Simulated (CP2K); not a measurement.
Consider 2-chloropyrrole at its PBE geometry (Å).

```xyz
10

Cl    2.8187    0.0940   -0.0087
C     1.1009    0.1180   -0.0011
C     0.2113    1.1750    0.0518
C    -1.0967    0.6060    0.0334
C    -0.9638   -0.7693   -0.0320
N     0.3874   -1.0573   -0.0544
H     0.4768    2.2241    0.1014
H    -2.0348    1.1493    0.0660
H    -1.7035   -1.5603   -0.0607
H     0.8037   -1.9794   -0.0957
```

Method: CP2K XAS_TDP, all-electron GAPW, PBEh(45%), aug-pc-1, TDA, GW2X-corrected core level, no relativity.

Predict the bright core excitations at the C K edge.

Leading lines: C2 288.44 eV, C3 287.43 eV, C4 287.43 eV and C5 287.75 eV. The leading line of an atom is its first one with 35 % of the strongest within 2.5 eV of its lowest line over the strength cut. Core ionisation energies at this level: C3 290.96, C4 291.02, C2 292.73 and C5 291.91 eV.

The first six lines of each atom with a strength over 0.0015:

```csv
atom,energy (eV),states,"strength, one atom",above the computed threshold
"C2 (bonded to C, Cl and N)",288.44,1,0.0569,
,289.07,1,0.0493,
,292.78,1,0.0038,yes
,293.21,1,0.0131,yes
,293.69,1,0.0027,yes
,293.79,1,0.0018,yes
C3 (bonded to 2 C and H),287.43,1,0.0492,
,289.17,1,0.0097,
,289.42,1,0.0043,
,289.68,1,0.0024,
,289.86,1,0.0025,
,290.58,1,0.0023,
C4 (bonded to 2 C and H),287.43,1,0.0513,
,289.20,1,0.0072,
,289.48,1,0.0040,
,289.85,1,0.0021,
,291.00,1,0.0038,
,291.65,1,0.0059,yes
"C5 (bonded to C, N and H)",287.75,1,0.0538,
,289.72,1,0.0104,
,290.62,1,0.0030,
,291.30,2,0.0041,
,291.63,1,0.0029,
,291.81,1,0.0066,
```

Lines are vertical, at one geometry, with no vibrational structure. GW2X ionisation energies and lines can be off by 1 to 2 eV either way, and a good line position may hide errors that cancel. These values hold no scalar relativity, about 0.1 eV for C 1s. Rydberg lines, and the discretised continuum above threshold, depend on the basis and the box.

[Banner, clock and machine lines of the logs are left out without a mark of their own.]

[Logs are printed without paths, hosts, clocks, repeated set-up lines and the standing remarks that a program may print on its own settings, such as how far it seeks lower states.]

[Hosts, paths, dates, database ids (printed as entryN), source tags and the programs' standing remarks are cut or masked in the printed files.]
